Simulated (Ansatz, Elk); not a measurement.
# Bonding as seen by X-rays: NaRh

Structure refinements treat a crystal as free atoms side by side. For a made-up structure of NaRh (cell and positions from a PBE relaxation) the runs below show what the calculated density changes in F(hkl).

Method: DFT, PBE, all-electron APW+lo, Dirac cores, scalar-relativistic bands, static density, no spin, in Elk 11.2.3 (patched build).

The structure was built from a prototype and need not be the compound's stable phase.

## (1) Set-up

The structure is hexagonal, space group P-6m2 (No. 187). The conventional cell has a = 2.769 Å, b = 2.769 Å, c = 5.011 Å, α = 90.00°, β = 90.00°, γ = 120.00°. Rh has 6 Rh at 2.77 Å and 6 Na at 2.97 Å nearest. Na has 6 Na at 2.77 Å and 6 Rh at 2.97 Å nearest. Farther neighbours are not listed.

## (2) Ground state and structure factors

An all-electron density is needed, since X-rays see the cores too. Task 0 finds the density and task 195 Fourier-transforms it; tshift is off so that phases refer to the origin typed.

The input, elk.in:

```
tasks
  0
  195

xctype
  20

spinpol
  .false.

rgkmax
  7.0

gmaxvr
  14.0

lmaxo
  7

lmaxapw
  8

swidth
  0.002

tshift
  .false.

ramdisk
  .false.

hmaxvr
  5.5

maxscl
  120

epspot
  1e-06

sppath
  './'

avec
  5.23268429634 0.00000000000 0.00000000000
  -2.61634214817 4.53163753061 -0.00000000000
  0.00000000000 -0.00000000000 9.46968389760

atoms
  2
  'Rh.in'
  1
  0.6666666667 0.3333333333 0.0000000000   0.000000 0.000000 0.000000
  'Na.in'
  1
  -0.0000000000 0.0000000000 0.5000000000   0.000000 0.000000 0.000000

ngridk
  9 9 5
```

On the command line:

```sh
> OMP_NUM_THREADS=4 elk
```

Numbers of over 12 decimals in the logs are rounded to 6 here.

What it wrote:

```text
┌─────────────────────────┐
│ Elk code version 11.2.3 │
└─────────────────────────┘

All units are atomic (Hartree, Bohr, etc.)

┌─────────────────────────────────────────────────┐
│ Ground-state run starting from atomic densities │
└─────────────────────────────────────────────────┘

Lattice vectors :
   5.232684296       0.000000000       0.000000000
  -2.616342148       4.531637531      -0.000000000
   0.000000000      -0.000000000       9.469683898

Reciprocal lattice vectors :
   1.200757575      0.6932577092       0.000000000
  -0.000000000       1.386515418       0.000000000
  -0.000000000       0.000000000      0.6635052843

Unit cell volume      :    224.5510967
Brillouin zone volume :    1.104649307

Muffin-tin inner radius fraction :   0.1000000000E-01

Nuclei treated as point charges

Species : 1 (Rh)
 parameters loaded from : Rh.in
 name : rhodium
 nuclear charge    :   -45.00000000
 electronic charge :    45.00000000
 atomic mass :    187585.2511
 muffin-tin radius :    2.591342148
 number of radial points in muffin-tin :   1193
 inner part over the whole radius :   0.9941238162E-02
 number on inner part of muffin-tin    :    849
 approximate nuclear radius :   0.8524867730E-04
 number of mesh points to nuclear radius :    423
 atomic positions (lattice), magnetic fields (Cartesian) :
  1 :   0.66666667  0.33333333  0.00000000    0.00000000  0.00000000  0.00000000

Species : 2 (Na)
 parameters loaded from : Na.in
 name : sodium
 nuclear charge    :   -11.00000000
 electronic charge :    11.00000000
 atomic mass :    41907.78703
 muffin-tin radius :    2.200000000
 number of radial points in muffin-tin :    793
 inner part over the whole radius :   0.9883648912E-02
 number on inner part of muffin-tin    :    551
 approximate nuclear radius :   0.5574345702E-04
 number of mesh points to nuclear radius :    238
 atomic positions (lattice), magnetic fields (Cartesian) :
  1 :   0.00000000  0.00000000  0.50000000    0.00000000  0.00000000  0.00000000

Total number of atoms per unit cell :    2
Total muffin-tin volume :    117.4913881
 ratio of muffin-tin to unit cell volume :   0.5232278527

Spin treatment :
 spin-unpolarised

Number of Bravais lattice symmetries :   24
Number of crystal symmetries         :   12
Crystal has no inversion symmetry
Complex Hermitian eigensolver will be used

k-point grid :      9     9     5
k-point offset :    0.000000000       0.000000000       0.000000000
k-point set is reduced with full crystal symmetry group
Total number of k-points :       57

Muffin-tin radius times maximum |G+k| :    7.000000000
 using average radius
Maximum |G+k| for APW functions       :    2.921937020
Maximum (1/2)|G+k|²                   :    4.268857976
Maximum |G| for potential and density :    14.00000000
Constant for pseudocharge density :    9
 order of it for each species :   16  16
 order of it for pair densities of each species (exact exchange by exxq0 0: 17) :   11   7
Radial integration step length :    1

G-vector grid sizes :     24    24    45
Number of G-vectors :    10405

Maximum angular momentum used for
 APW functions            :    8
 outer part of muffin-tin :    7
 inner part of muffin-tin :    2

Total nuclear charge    :   -56.00000000
Total core charge       :    30.00000000
Total valence charge    :    26.00000000
Total excess charge     :    0.000000000
Total electronic charge :    56.00000000

Effective Wigner radius, rₛ :   0.9855519345

Number of empty states         :      8
Total number of valence states :     22
Total number of core states    :     30

Third-order local-orbitals added for an l without core states : T
Total number of local-orbitals :     29

Exchange-correlation functional :     20     0     0
 Perdew-Burke-Ernzerhof, Phys. Rev. Lett. 77, 3865 (1996)
 gradient requirement :    1
 generalised gradient approximation (GGA)

Smearing type :    3
 Fermi-Dirac
Smearing width :   0.2000000000E-02
Effective electronic temperature (K) :    631.5500496

Mixing type :    3
[...]
Hartree                     :      1536.9404161749
 Madelung                    :     -5991.3019125946
 xc potential                :     -194.73417088903
 exchange                    :     -150.26978193141
 correlation                 :     -2.784542
 electron entropic           :    -0.60551183733715E-03
 total energy                :     -4948.1576859437

Density of states at Fermi energy :    48.79859209
 (states/Hartree/unit cell)

Estimated indirect band gap :   0.6528967722E-02
 from k-point 29 to k-point 47
Estimated direct band gap   :   0.2020098908E-01
 at k-point 48

Charges :
 core                        :    30.00000000
 valence                     :    26.00000000
 interstitial                :    2.057287592
 muffin-tins (core leakage)
  species : 1 (Rh)
   atom 1                    :    43.80053936     ( -0.3187568396E-06)
  species : 2 (Na)
   atom 1                    :    10.14217304     ( -0.9715865312E-07)
 total in muffin-tins        :    53.94271241
 total calculated charge     :    55.99866427
 total charge                :    56.00000000
 error                       :   0.1335729460E-02

RMS change in Kohn-Sham potential (target) :   0.6166185045     (  0.1000000000E-05)
Absolute change in total energy (target)   :   0.3053161480     (  0.1000000000E-03)

[... loops 3 to 14 left out ...]

┌──────────────────┐
│ Loop number : 15 │
└──────────────────┘

Energies :
 Fermi                       :     0.182812
 sum of occupied eigenvalues :     -2945.1714976892
 electron kinetic            :      5150.2017282736
 core electron kinetic       :      4950.0589543756
 Coulomb                     :     -9944.5305257386
 Coulomb potential           :     -7895.5967300016
 nuclear-nuclear             :     -519.55640156814
 electron-nuclear            :     -10969.489887349
 Hartree                     :      1544.5157631788
 Madelung                    :     -5996.7321607378
 xc potential                :     -199.77649596113
 exchange                    :     -150.56160528879
 correlation                 :     -2.785397
 electron entropic           :    -0.71503839742656E-03
 total energy                :     -4947.6765151176

Density of states at Fermi energy :    54.90024385
 (states/Hartree/unit cell)

Estimated indirect band gap :   0.1814477556E-02
 from k-point 13 to k-point 32
Estimated direct band gap   :   0.1606323099E-01
 at k-point 20

Charges :
 core                        :    30.00000000
 valence                     :    26.00000000
 interstitial                :    1.895928368
 muffin-tins (core leakage)
  species : 1 (Rh)
   atom 1                    :    43.95715867     ( -0.3193409697E-06)
  species : 2 (Na)
   atom 1                    :    10.14691297     ( -0.9715865312E-07)
 total in muffin-tins        :    54.10407163
 total calculated charge     :    55.99865946
 total charge                :    56.00000000
 error                       :   0.1340539832E-02

RMS change in Kohn-Sham potential (target) :   0.2978154848E-06 (  0.1000000000E-05)
Absolute change in total energy (target)   :   0.2864113594E-04 (  0.1000000000E-03)

Convergence targets achieved

┌──────────────────┐
│ Loop number : 16 │
└──────────────────┘

Energies :
 Fermi                       :     0.182812
 sum of occupied eigenvalues :     -2945.1714986364
 electron kinetic            :      5150.2017330726
 core electron kinetic       :      4950.0589545851
 Coulomb                     :     -9944.5305310754
 Coulomb potential           :     -7895.5967266240
 nuclear-nuclear             :     -519.55640156814
 electron-nuclear            :     -10969.489901707
 Hartree                     :      1544.5157721993
 Madelung                    :     -5996.7321677634
 xc potential                :     -199.77650508494
 exchange                    :     -150.56160560209
 correlation                 :     -2.785397
 electron entropic           :    -0.71503825240111E-03
 total energy                :     -4947.6765159652

Density of states at Fermi energy :    54.90022301
 (states/Hartree/unit cell)

Estimated indirect band gap :   0.1814476367E-02
 from k-point 13 to k-point 32
Estimated direct band gap   :   0.1606319066E-01
 at k-point 20

Charges :
 core                        :    30.00000000
 valence                     :    26.00000000
 interstitial                :    1.895928051
 muffin-tins (core leakage)
  species : 1 (Rh)
   atom 1                    :    43.95715904     ( -0.3193403764E-06)
  species : 2 (Na)
   atom 1                    :    10.14691291     ( -0.9715865357E-07)
 total in muffin-tins        :    54.10407195
 total calculated charge     :    55.99865946
 total charge                :    56.00000000
 error                       :   0.1340540028E-02

┌──────────────────────────────┐
│ Self-consistent loop stopped │
└──────────────────────────────┘

Wrote STATE.OUT
```

It took 9.6 s on 4 threads of Arm Neoverse V2, shared host; peak memory 0.16 GiB; 28 s of CPU time.

SFACRHO.OUT:

```text

h k l indices transformed by vhmat matrix:
   1.000000000       0.000000000       0.000000000    
   0.000000000       1.000000000       0.000000000    
   0.000000000       0.000000000       1.000000000    

      h      k      l  multipl.   |H|            Re(F)            Im(F)           |F|

      0      0      0      1   0.0000000       56.000000      0.25643252E-16   56.000000    
      0      0      1      2  0.66350528       32.176409      0.11295420E-14   32.176409    
      0      0      2      2   1.3270106       43.953956     -0.20590959E-14   43.953956    
      1      0      0      3   1.3865154      -9.5448168      -30.688937       32.138986    
     -1      0      0      3   1.3865154      -9.5448168       30.688937       32.138986    
      0      1      1      6   1.5370961      -24.906738       29.545469       38.642986    
     -1      1     -1      6   1.5370961      -24.906738      -29.545469       38.642986    
     -1      0     -2      6   1.9192139      -8.5239357       26.933084       28.249753    
      1      0     -2      6   1.9192139      -8.5239357      -26.933084       28.249753    
      0      0     -3      2   1.9905159       23.622611     -0.24235219E-14   23.622611    
      1     -2      0      6   2.4015152       33.992171      0.17630309E-07   33.992171    
     -1      1     -3      6   2.4258150      -19.784717      -23.987919       31.094297    
      1     -1     -3      6   2.4258150      -19.784717       23.987919       31.094297    
     -1      2      1     12   2.4914884       21.660782     -0.17267484E-07   21.660782    
      0      0      4      2   2.6540211       31.813426     -0.26199981E-14   31.813426    
     -1     -1     -2     12   2.7437624       31.295072      0.59422879E-14   31.295072    
      2      0      0      3   2.7730308      -7.7044989       22.423011       23.709718    
      2     -2      0      3   2.7730308      -7.7044989      -22.423011       23.709718
```

Elk indexes on the primitive cell of elk.in and gives |H| = 4π sin θ/λ in inverse bohr. Below, one row stands for each form hkl of the conventional cell (m members, Friedel mates merged), F is for one primitive cell and the density is static (no thermal factor). Free-atom factors are Waasmaier and Kirfel's, and R is Σm||F|−|F'||/Σm|F|.

| hkl | m | sin θ/λ (Å⁻¹) | abs F, DFT | neutral atoms | diff. | abs of complex diff. |
| --- | --- | --- | --- | --- | --- | --- |
| 001 | 2 | 0.100 | 32.176 | 32.084 | +0.092 | 0.092 |
| 002 | 2 | 0.200 | 43.954 | 44.457 | -0.503 | 0.503 |
| 100 | 6 | 0.208 | 32.139 | 32.277 | -0.138 | 0.139 |
| 101 | 12 | 0.231 | 38.643 | 38.861 | -0.218 | 0.218 |
| 102 | 12 | 0.289 | 28.250 | 28.382 | -0.133 | 0.133 |
| 003 | 2 | 0.299 | 23.623 | 23.819 | -0.197 | 0.197 |
| 110 | 6 | 0.361 | 33.992 | 33.897 | +0.095 | 0.095 |
| 103 | 12 | 0.365 | 31.094 | 31.150 | -0.056 | 0.056 |
| 111 | 12 | 0.375 | 21.661 | 21.538 | +0.123 | 0.123 |
| 004 | 2 | 0.399 | 31.813 | 31.876 | -0.062 | 0.062 |
| 112 | 12 | 0.413 | 31.295 | 31.205 | +0.090 | 0.090 |
| 200 | 6 | 0.417 | 23.710 | 23.562 | +0.148 | 0.152 |
| 201 | 12 | 0.429 | 28.365 | 28.232 | +0.132 | 0.135 |
| 104 | 12 | 0.450 | 22.609 | 22.595 | +0.014 | 0.015 |

## (3) The highest occupied states alone

An energy window below the Fermi level keeps the highest occupied states, to see at which angles they scatter; shallow core shells can lie inside it and anion s states outside. No new self-consistency is needed.

elk.in, as its differences from that of step 2:

```diff
@@ -1,3 +1,2 @@
 tasks
-  0
   195
@@ -40,2 +39,5 @@
 
+wsfac
+  -0.258180 0.482810
+
 sppath
```

On the command line:

```sh
> OMP_NUM_THREADS=4 elk
```

What it wrote:

```text
┌─────────────────────────────────┐
│ Elk code version 11.2.3 started │
└─────────────────────────────────┘

Info(readinput): the functional depends on the density's gradient
 muffin-tin radial points multiplied by    2.00000
 (not where nrmtscf is given)

┌────────────────────┐
│ Current task : 195 │
└────────────────────┘
Info(checkmt): changed muffin-tin radius of species 1 (Rh) from   2.6000 to   2.5913

Info(sfacrho): density structure factors written to SFACRHO.OUT

 Energy window :  -0.2581800000      0.4828100000

┌──────────────────┐
│ Elk code stopped │
└──────────────────┘
```

Elapsed: 2.4 s, on 4 threads; peak memory 0.16 GiB.

States within 12 eV below the Fermi level hold 10.00 electrons; any levels below the window count with the cores. Their amplitudes can exceed the total, where window and core parts have opposite phase:

| hkl | sin θ/λ (Å⁻¹) | abs F, window | abs F, all |
| --- | --- | --- | --- |
| 001 | 0.100 | 6.652 | 32.176 |
| 002 | 0.200 | 3.072 | 43.954 |
| 100 | 0.208 | 3.165 | 32.139 |
| 101 | 0.231 | 2.542 | 38.643 |
| 102 | 0.289 | 1.396 | 28.250 |
| 003 | 0.299 | 1.123 | 23.623 |
| 110 | 0.361 | 0.747 | 33.992 |
| 103 | 0.365 | 0.525 | 31.094 |
| 111 | 0.375 | 0.539 | 21.661 |
| 004 | 0.399 | 0.248 | 31.813 |

## (4) Another try

In this try the input is made faulty on purpose, to show what that does.

The input is changed as shown.

elk.in, as its differences from that of step 3:

```diff
@@ -1,2 +1,3 @@
 tasks
+  0
   195
@@ -10,3 +11,3 @@
 rgkmax
-  7.0
+  3.5
 
@@ -34,3 +35,3 @@
 maxscl
-  120
+  60
 
@@ -38,5 +39,2 @@
   1e-06
-
-wsfac
-  -0.258180 0.482810
```

On the command line:

```sh
> OMP_NUM_THREADS=4 elk
```

What it wrote:

```text
┌─────────────────────────┐
│ Elk code version 11.2.3 │
└─────────────────────────┘

All units are atomic (Hartree, Bohr, etc.)

┌─────────────────────────────────────────────────┐
│ Ground-state run starting from atomic densities │
└─────────────────────────────────────────────────┘

Lattice vectors :
   5.232684296       0.000000000       0.000000000
  -2.616342148       4.531637531      -0.000000000
   0.000000000      -0.000000000       9.469683898

Reciprocal lattice vectors :
   1.200757575      0.6932577092       0.000000000
[...]
valence                     :    26.00000000
 interstitial                :    2.189137058
 muffin-tins (core leakage)
  species : 1 (Rh)
   atom 1                    :    43.63965299     ( -0.3190063680E-06)
  species : 2 (Na)
   atom 1                    :    10.17120995     ( -0.9715865623E-07)
 total in muffin-tins        :    53.81086294
 total calculated charge     :    55.99996714
 total charge                :    56.00000000
 error                       :   0.3286253173E-04

┌──────────────────────────────┐
│ Self-consistent loop stopped │
└──────────────────────────────┘

Warning : degenerate sets left as the solver has them : 1

Wrote STATE.OUT
[key lines of the parts left out:]
total energy                :     -4947.0878044735
```

The job ended after 9 s (4 threads; peak memory 0.16 GiB).

The run finished. A setting was moved off its sound value on purpose, so it serves as a test and not as the result.

The fault put into the input: a cutoff far too low.

Its structure factors differ from the first run's by R = 0.1 %.

(Continued in part 2 of 2.)

[Logs are printed without paths, hosts, clocks, repeated set-up lines and the standing remarks that a program may print on its own settings, such as how far it seeks lower states.]

[Hosts, paths, dates, database ids (printed as entryN), source tags and the programs' standing remarks are cut or masked in the printed files.]
